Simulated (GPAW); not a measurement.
**Geometry or basis: what sets the conductance of a Mo chain with CO on top of one atom**

How well does a Mo chain with CO on top of one atom conduct once its atoms have relaxed, and how much do cheaper levels lose?

Method: GPAW LCAO, PAW setups; relaxation of the junction within the symmetry of its start, lead ends held, in the first sound run; inputs show where later runs differ, in GPAW 26.7.0.

Most raw output is cut from this account.

## (1) The structure

The cell holds 19 atoms: 17 Mo, 1 C and 1 O. Cell: a = 9.000 Å, b = 9.000 Å, c = 38.250 Å, α = 90.0°, β = 90.0°, γ = 90.0°. Regions: left lead, 8 atoms (8 Mo); channel, 3 atoms (1 Mo, 1 C and 1 O); right lead, 8 atoms (8 Mo). Vacuum lies along a and b. The structure is stacked along c, and the current runs across the ab planes.

## (2) Relaxation

Transmission follows bond lengths closely, so the atoms between the held lead ends are relaxed first, within whatever symmetry the start has.

File run.py:

```python
import json
from ase import Atoms
from ase.constraints import FixAtoms
from ase.optimize import BFGS
from gpaw import GPAW, FermiDirac

device = Atoms(
    ['Mo', 'Mo', 'Mo', 'Mo', 'Mo', 'Mo', 'Mo', 'Mo', 'Mo', 'C', 'O', 'Mo', 'Mo', 'Mo', 'Mo', 'Mo', 'Mo', 'Mo', 'Mo'],
    positions=[
        [4.50000, 4.50000, 1.12500],
        [4.50000, 4.50000, 3.37500],
        [4.50000, 4.50000, 5.62500],
        [4.50000, 4.50000, 7.87500],
        [4.50000, 4.50000, 10.12500],
        [4.50000, 4.50000, 12.37500],
        [4.50000, 4.50000, 14.62500],
        [4.50000, 4.50000, 16.87500],
        [4.50000, 4.50000, 19.12500],
        [6.12990, 4.50000, 19.12500],
        [7.28990, 4.50000, 19.12500],
        [4.50000, 4.50000, 21.37500],
        [4.50000, 4.50000, 23.62500],
        [4.50000, 4.50000, 25.87500],
        [4.50000, 4.50000, 28.12500],
        [4.50000, 4.50000, 30.37500],
        [4.50000, 4.50000, 32.62500],
        [4.50000, 4.50000, 34.87500],
        [4.50000, 4.50000, 37.12500]],
    cell=[[9.0, 0.0, 0.0], [0.0, 9.0, 0.0], [0.0, 0.0, 38.25]],
    pbc=True)

device.set_constraint(FixAtoms([0, 1, 2, 3, 4, 5, 6, 12, 13, 14, 15, 16, 17, 18]))
device.calc = GPAW(mode='lcao', basis='dzp', xc='PBE', h=0.18,
                   kpts={'size': (1, 1, 2), 'gamma': True},
                   symmetry={'tolerance': 1e-3, 'extra_ids': [1, 1, 1, 1, 1, 1, 1, 0, 0, 0, 0, 0, 1, 1, 1, 1, 1, 1, 1]},
                   occupations=FermiDirac(0.1), maxiter=250,
                   mixer=dict(beta=0.1, nmaxold=8, weight=100.0),
                   convergence=dict(density=0.0001), txt='relax.txt')
path = []
opt = BFGS(device, maxstep=0.15)
opt.attach(lambda: path.append((device.get_potential_energy(), device.positions.tolist(), device.get_forces().tolist())))
relaxed = bool(opt.run(fmax=0.05, steps=50))
json.dump(dict(relaxed=relaxed, path=path, positions=device.positions.tolist(), moments=device.get_magnetic_moments().tolist(),
               forces=device.get_forces(apply_constraint=False).tolist()), open('result.json', 'w'))
```

Launch:

```bash
OMP_NUM_THREADS=1 OPENBLAS_NUM_THREADS=1 python run.py
```

Run time: 1.6 h. Hardware: 1 thread of Arm Neoverse V1, shared host; peak memory 2.1 GiB.

This run has no spin polarisation, although Mo can carry a moment.

Step by step (22 of 28):

```tsv
step	energy less that of the first step (eV)	largest force (eV/Å)
1	0.0000	13.8607
2	-1.7168	7.7253
4	-2.1797	3.0760
5	-2.2593	2.3585
6	-2.3054	0.7245
7	-2.3584	0.8173
9	-2.6099	2.2526
10	-2.7697	2.1934
11	-2.8874	1.3288
13	-2.9595	0.3481
14	-2.9668	0.4695
15	-2.9736	0.4149
16	-2.9749	0.1943
18	-2.8835	1.3788
19	-2.9759	0.3262
20	-2.9798	0.2776
22	-2.9952	0.1498
23	-3.0398	0.3642
24	-3.0742	0.3576
25	-3.0934	0.2295
27	-3.1035	0.0931
28	-3.1038	0.0458
```

The atoms that moved most (Å):

```tsv
atom	dx	dy	dz	length
Mo8	0.945	0.000	-0.202	0.966
Mo12	0.945	0.000	0.202	0.966
O11	0.468	0.000	0.000	0.468
C10	0.413	0.000	0.000	0.413
Mo9	0.147	0.000	0.000	0.147
```

The relaxation lowered the energy of the cell by 3.10 eV (energies extrapolated to zero smearing; the optimiser's log prints free energies). The largest force left on a free atom is 0.046 eV/Å.

## (3) Double-zeta polarised basis

Localised orbitals split the wire into layers that couple to their neighbours alone, which is what the Green's function method needs; double zeta with polarisation is the usual level for numbers.

This step: GPAW LCAO, PAW setups; Landauer transmission from Green's functions with principal layers (ASE), zero bias (GPAW 26.7.0).

File run.py:

```python
import json
import numpy as np
from ase import Atoms
from ase.transport.calculators import TransportCalculator
from gpaw import GPAW, FermiDirac
from gpaw.lcao.tools import get_lcao_hamiltonian
from scipy.linalg import eigh

# The junction with lead layers at both ends, along the third cell vector
device = Atoms(
    ['Mo', 'Mo', 'Mo', 'Mo', 'Mo', 'Mo', 'Mo', 'Mo', 'Mo', 'C', 'O', 'Mo', 'Mo', 'Mo', 'Mo', 'Mo', 'Mo', 'Mo', 'Mo'],
    positions=[
        [4.50000, 4.50000, 1.12500],
        [4.50000, 4.50000, 3.37500],
        [4.50000, 4.50000, 5.62500],
        [4.50000, 4.50000, 7.87500],
        [4.50000, 4.50000, 10.12500],
        [4.50000, 4.50000, 12.37500],
        [4.50000, 4.50000, 14.62500],
        [5.44469, 4.50000, 16.67309],
        [4.64725, 4.50000, 19.12500],
        [6.54334, 4.50000, 19.12500],
        [7.75835, 4.50000, 19.12500],
        [5.44469, 4.50000, 21.57691],
        [4.50000, 4.50000, 23.62500],
        [4.50000, 4.50000, 25.87500],
        [4.50000, 4.50000, 28.12500],
        [4.50000, 4.50000, 30.37500],
        [4.50000, 4.50000, 32.62500],
        [4.50000, 4.50000, 34.87500],
        [4.50000, 4.50000, 37.12500]],
    cell=[[9.0, 0.0, 0.0], [0.0, 9.0, 0.0], [0.0, 0.0, 38.25]],
    pbc=True)

# One principal layer of the lead: the first 5 atoms of the device
lead = Atoms(
    ['Mo', 'Mo', 'Mo', 'Mo', 'Mo'],
    positions=[
        [4.50000, 4.50000, 1.12500],
        [4.50000, 4.50000, 3.37500],
        [4.50000, 4.50000, 5.62500],
        [4.50000, 4.50000, 7.87500],
        [4.50000, 4.50000, 10.12500]],
    cell=[[9.0, 0.0, 0.0], [0.0, 9.0, 0.0], [0.0, 0.0, 11.25]],
    pbc=True)

settings = dict(mode='lcao', basis='dzp', xc='PBE', h=0.18,
                occupations=FermiDirac(0.1), maxiter=250,
                mixer=dict(beta=0.1, nmaxold=8, weight=100.0),
                convergence=dict(density=0.0001))
energies = np.arange(-2, 2 + 1e-9, 0.025)
eta = 0.0001
n1, n2 = 1, 1
# k and -k transmit alike, so half of the mesh across the current serves
mesh = [(i, j) for i in range(n1) for j in range(n2) if (i, j) <= (-i % n1, -j % n2)]
weights = np.array([1 if (i, j) == (-i % n1, -j % n2) else 2 for i, j in mesh]) / (n1 * n2)

# [... helper functions left out ...]
fermi_lead = ground_state(lead, (1, 1, 10), 'lead.txt')
fermi_device = ground_state(device, (1, 1, 2), 'device.txt')
# [... loop over the mesh left out, but for ...]
        # Shift the lead onto the potential of the device's first layer
        shift = ((H[:, 0, 0] - H0[:, 0, 0]) / S0[0, 0]).real.mean()
# [...]
kT = 8.617333e-5 * 300
bias = [0.1, 0.2, 0.5, 1.0, 1.5, 2.0]
# [... integrals and printing left out ...]
```

Wall time 6.9 min (1 thread); peak memory 2.3 GiB.

Numbers from this step:

```yaml
conductance: 3.675 G₀
largest_coupling_past_the_next_principal_layer: 2.80e-5 eV
largest_misfit_of_the_first_principal_layer: 0.01702 eV
shift_that_aligns_the_lead: -0.004736 eV
basis_functions_of_the_junction: 519
basis_functions_of_a_principal_layer: 145
transmission_at_the_fermi_level_one_spin: 3.680
```

One spin. Table of transmission, zone mean by energy, zero at the Fermi level:

```tsv
energy (eV)	transmission, zone mean
-2.000	1.01
-1.900	1.04
-1.800	1.09
-1.700	1.18
-1.600	1.32
-1.500	1.99
-1.400	2.15
-1.300	2.34
-1.200	2.45
-1.100	2.51
-1.000	2.54
-0.900	2.58
-0.800	2.41
-0.700	2.74
-0.600	2.84
-0.500	2.93
-0.400	3.09
-0.300	3.29
-0.200	3.47
-0.100	3.61
0.000	3.68
0.100	3.70
0.125	3.71
0.200	3.70
0.300	3.67
0.400	3.62
0.500	3.55
0.600	3.43
0.700	3.29
0.800	3.13
0.900	3.00
1.000	2.89
1.100	2.80
1.200	2.81
1.300	2.81
1.400	2.28
1.500	2.38
1.600	2.42
1.700	2.38
1.800	1.79
1.900	1.32
2.000	0.959
```

Not self-consistent under bias; the bias window is split evenly. The current through one cell, from the zero-bias transmission by bias:

```tsv
bias (V)	current through one cell, from the zero-bias transmission (μA)
0.100	28.5
0.200	56.8
0.500	140
1.000	272
1.500	392
2.000	500
```

Table of transmission of the three most open eigenchannels by energy, zero at the Fermi level:

```tsv
energy (eV)	channel 1	channel 2	channel 3
-2.000	0.866	0.107	0.0361
-1.800	0.860	0.132	0.0996
-1.600	0.862	0.271	0.183
-1.400	0.863	0.740	0.549
-1.200	0.901	0.821	0.731
-1.000	0.935	0.869	0.730
-0.800	0.997	0.653	0.599
-0.600	0.971	0.801	0.587
-0.400	0.964	0.870	0.618
-0.200	0.977	0.948	0.887
0.000	0.997	0.993	0.991
0.200	0.993	0.988	0.986
0.400	0.991	0.990	0.957
0.600	0.998	0.996	0.882
0.800	0.996	0.960	0.750
1.000	0.989	0.926	0.657
1.200	0.977	0.963	0.636
1.400	0.996	0.716	0.445
1.600	0.998	0.912	0.390
1.800	0.995	0.471	0.309
2.000	0.958	9.4e-4	5.0e-5
```

Couplings past the next layer reach 2.8e-5 eV, small enough to drop; the matrix elements of the cell's first layer differ from the bulk lead's by up to 0.017 eV. That layer keeps its own values in the calculation, and only beyond it is the lead taken as perfect. The Fermi levels of lead and junction count from different zeros of potential, one for each periodic cell; with both set to zero, the small remaining shift is what aligns them. By hand: G = 3.675 × 77.48 μS = 285 μS, a resistance of 3.51 kΩ; at 0.1 V a linear junction would pass 28.5 μA, and the integral over the bias window gives 28.5 μA.

## (4) GPAW, szp: basis = "szp(dzp)"

One radial function a shell plus polarisation makes the matrices smaller; the question is what that costs.

run.py: that of step 3 with these lines changed.

```diff
@@ -46,3 +46,3 @@
 
-settings = dict(mode='lcao', basis='dzp', xc='PBE', h=0.18,
+settings = dict(mode='lcao', basis='szp(dzp)', xc='PBE', h=0.18,
                 occupations=FermiDirac(0.1), maxiter=250,
```

The job ended after 4 min (1 thread; peak memory 2.2 GiB).

This step gave:

```yaml
conductance: 3.652 G₀
largest_coupling_past_the_next_principal_layer: 2.79e-5 eV
largest_misfit_of_the_first_principal_layer: 0.01621 eV
shift_that_aligns_the_lead: -0.002252 eV
basis_functions_of_the_junction: 290
basis_functions_of_a_principal_layer: 80
transmission_at_the_fermi_level_one_spin: 3.659
```

One spin. The transmission, zone mean by energy, zero at the Fermi level:

energy (eV), transmission, zone mean and a bar from the least value:
```
   -2.000       0.95 
   -1.800       1.04 #
   -1.600       1.26 ###
   -1.400       1.65 ########
   -1.200       2.41 ################
   -1.000       2.50 #################
   -0.800       2.29 ###############
   -0.600       2.70 ###################
   -0.400       2.94 ######################
   -0.200       3.39 ###########################
    0.000       3.66 ##############################
    0.125       3.70 ##############################
    0.200       3.69 ##############################
    0.400       3.58 #############################
    0.600       3.35 ##########################
    0.800       3.05 #######################
    1.000       2.82 ####################
    1.200       2.77 ####################
    1.400       2.29 ###############
    1.600       2.19 ##############
    1.800       1.88 ##########
    1.900       2.15 #############
    2.000       1.66 ########
```

Not self-consistent under bias; the bias window is split evenly. Table of current through one cell, from the zero-bias transmission by bias:

```tsv
bias (V)	current through one cell, from the zero-bias transmission (μA)
0.100	28.3
0.200	56.4
0.500	139
1.000	267
1.500	383
2.000	488
```

Table of transmission of the three most open eigenchannels by energy, zero at the Fermi level:

```tsv
energy (eV)	channel 1	channel 2	channel 3
-2.000	0.796	0.123	0.0324
-1.800	0.801	0.151	0.0909
-1.600	0.810	0.250	0.198
-1.400	0.833	0.524	0.292
-1.200	0.860	0.835	0.712
-1.000	0.903	0.896	0.697
-0.800	0.993	0.625	0.499
-0.600	0.959	0.817	0.553
-0.400	0.947	0.868	0.567
-0.200	0.965	0.952	0.845
0.000	0.997	0.992	0.985
0.200	0.994	0.992	0.988
0.400	0.990	0.989	0.957
0.600	0.998	0.995	0.864
0.800	0.996	0.961	0.730
1.000	0.988	0.936	0.640
1.200	0.983	0.980	0.631
1.400	0.994	0.840	0.336
1.600	0.999	0.870	0.209
1.800	0.989	0.435	0.418
2.000	0.998	0.336	0.325
```

The conductance, 3.65 G₀, lies 0.6 % below that of the dzp run.

## (5) Minimal basis

The minimal basis is the cheapest rung: no second zeta and no polarisation.

run.py: that of step 4 with these lines changed.

```diff
@@ -46,3 +46,3 @@
 
-settings = dict(mode='lcao', basis='szp(dzp)', xc='PBE', h=0.18,
+settings = dict(mode='lcao', basis='sz(dzp)', xc='PBE', h=0.18,
                 occupations=FermiDirac(0.1), maxiter=250,
```

Run time: 3.2 min. Hardware: 1 thread; peak memory 2.1 GiB.

This step gave:

```
conductance                                    : 3.670 G₀
largest coupling past the next principal layer : 2.78e-5 eV
largest misfit of the first principal layer    : 0.01903 eV
shift that aligns the lead                     : -5.11e-4 eV
basis functions of the junction                : 229
basis functions of a principal layer           : 65
transmission at the Fermi level (one spin)     : 3.677
```

One spin. Transmission, zone mean against energy, zero at the Fermi level:

energy (eV), transmission, zone mean and a bar from the least value:
```
   -2.000       0.94 
   -1.900       0.98 
   -1.800       1.05 #
   -1.700       1.15 ##
   -1.600       1.29 ####
   -1.500       1.48 ######
   -1.400       1.70 ########
   -1.300       2.27 ##############
   -1.200       2.44 ################
   -1.100       2.51 #################
   -1.000       2.52 #################
   -0.900       2.52 #################
   -0.800       2.36 ###############
   -0.700       2.64 ##################
   -0.600       2.72 ###################
   -0.500       2.81 ####################
   -0.400       2.97 ######################
   -0.300       3.19 ########################
   -0.200       3.41 ###########################
   -0.100       3.58 ############################
    0.000       3.68 ##############################
    0.100       3.72 ##############################
    0.125       3.72 ##############################
    0.200       3.71 ##############################
    0.300       3.66 #############################
    0.400       3.59 #############################
    0.500       3.49 ############################
    0.600       3.36 ##########################
    0.700       3.21 ########################
    0.800       3.06 #######################
    0.900       2.93 #####################
    1.000       2.83 ####################
    1.100       2.79 ####################
    1.200       2.78 ####################
    1.300       2.44 ################
    1.400       2.28 ##############
    1.500       2.31 ###############
    1.600       2.20 ##############
    1.700       1.95 ###########
    1.800       1.77 #########
    1.900       1.77 #########
    2.000       2.18 #############
```

The conductance equals that of the dzp run to 0.2 %.

## (6) RPBE in the dzp basis: xc = "RPBE"

Back in the dzp basis, the functional changes from PBE to RPBE, to set the spread between functionals beside that between bases.

run.py: that of step 5 with these lines changed.

```diff
@@ -46,3 +46,3 @@
 
-settings = dict(mode='lcao', basis='sz(dzp)', xc='PBE', h=0.18,
+settings = dict(mode='lcao', basis='dzp', xc='RPBE', h=0.18,
                 occupations=FermiDirac(0.1), maxiter=250,
```

It took 7.4 min on 1 thread; peak memory 2.3 GiB.

Numbers from this step:

```
conductance                                    : 3.666 G₀
largest coupling past the next principal layer : 2.83e-5 eV
largest misfit of the first principal layer    : 0.01524 eV
shift that aligns the lead                     : -0.002739 eV
basis functions of the junction                : 519
basis functions of a principal layer           : 145
transmission at the Fermi level (one spin)     : 3.672
```

The conductance, 3.67 G₀, lies 0.2 % below that of the dzp run.

## (7) The structure as built: geometry = "as built"

The dzp basis with PBE on the structure as first built shows what the relaxation was worth.

run.py: that of step 6 with these lines changed.

```diff
@@ -19,7 +19,7 @@
         [4.50000, 4.50000, 14.62500],
-        [5.44469, 4.50000, 16.67309],
-        [4.64725, 4.50000, 19.12500],
-        [6.54334, 4.50000, 19.12500],
-        [7.75835, 4.50000, 19.12500],
-        [5.44469, 4.50000, 21.57691],
+        [4.50000, 4.50000, 16.87500],
+        [4.50000, 4.50000, 19.12500],
+        [6.12990, 4.50000, 19.12500],
+        [7.28990, 4.50000, 19.12500],
+        [4.50000, 4.50000, 21.37500],
         [4.50000, 4.50000, 23.62500],
@@ -46,3 +46,3 @@
 
-settings = dict(mode='lcao', basis='dzp', xc='RPBE', h=0.18,
+settings = dict(mode='lcao', basis='dzp', xc='PBE', h=0.18,
                 occupations=FermiDirac(0.1), maxiter=250,
```

Run time: 7.9 min. Hardware: 1 thread; peak memory 2.3 GiB.

This step gave:

| Property | Result |
| --- | --- |
| conductance | 4.404 G₀ |
| largest coupling past the next principal layer | 2.80e-5 eV |
| largest misfit of the first principal layer | 0.01806 eV |
| shift that aligns the lead | 0.004857 eV |
| transmission at the Fermi level (one spin) | 4.407 |

One spin. Transmission, zone mean against energy, zero at the Fermi level:

```tsv
energy (eV)	transmission, zone mean
-2.000	2.93
-1.900	2.93
-1.800	2.93
-1.700	2.93
-1.600	2.93
-1.500	3.35
-1.400	3.00
-1.300	3.13
-1.225	3.23
-1.200	3.07
-1.100	3.45
-1.000	3.61
-0.900	3.75
-0.800	3.92
-0.700	4.08
-0.600	4.18
-0.500	4.26
-0.400	4.32
-0.300	4.37
-0.200	4.40
-0.100	4.42
0.000	4.41
0.100	4.36
0.200	4.30
0.300	4.24
0.400	4.18
0.500	4.14
0.600	4.10
0.700	4.06
0.800	4.03
0.900	3.99
1.000	3.96
1.100	3.92
1.200	3.88
1.300	3.84
1.400	3.78
1.500	3.67
1.600	3.52
1.700	3.34
1.800	3.14
1.900	2.98
2.000	2.51
```

The conductance, 4.40 G₀, lies 20 % above that of the dzp run.

## (8) All levels side by side

Times are for 1 thread of Arm Neoverse V1, shared host. Results by setting:

```tsv
no.	run	conductance (G₀)	time	memory (GiB)
1	dzp	3.675	6.9 min	2.3
2	szp	3.652	4 min	2.2
3	sz	3.670	3.2 min	2.1
4	dzp RPBE	3.666	7.4 min	2.3
5	asbuilt	4.404	7.9 min	2.3
```

## (9) Comparison

The curves are compared point by point over the common energies.

This step: comparison of transmission and cost over codes, levels and geometry (GPAW 26.7.0).

(Part 1 of 2 ends here.)

[Logs are printed without paths, hosts, clocks, repeated set-up lines and the standing remarks that a program may print on its own settings, such as how far it seeks lower states.]

[Hosts, paths, dates, database ids (printed as entryN), source tags and the programs' standing remarks are cut or masked in the printed files.]
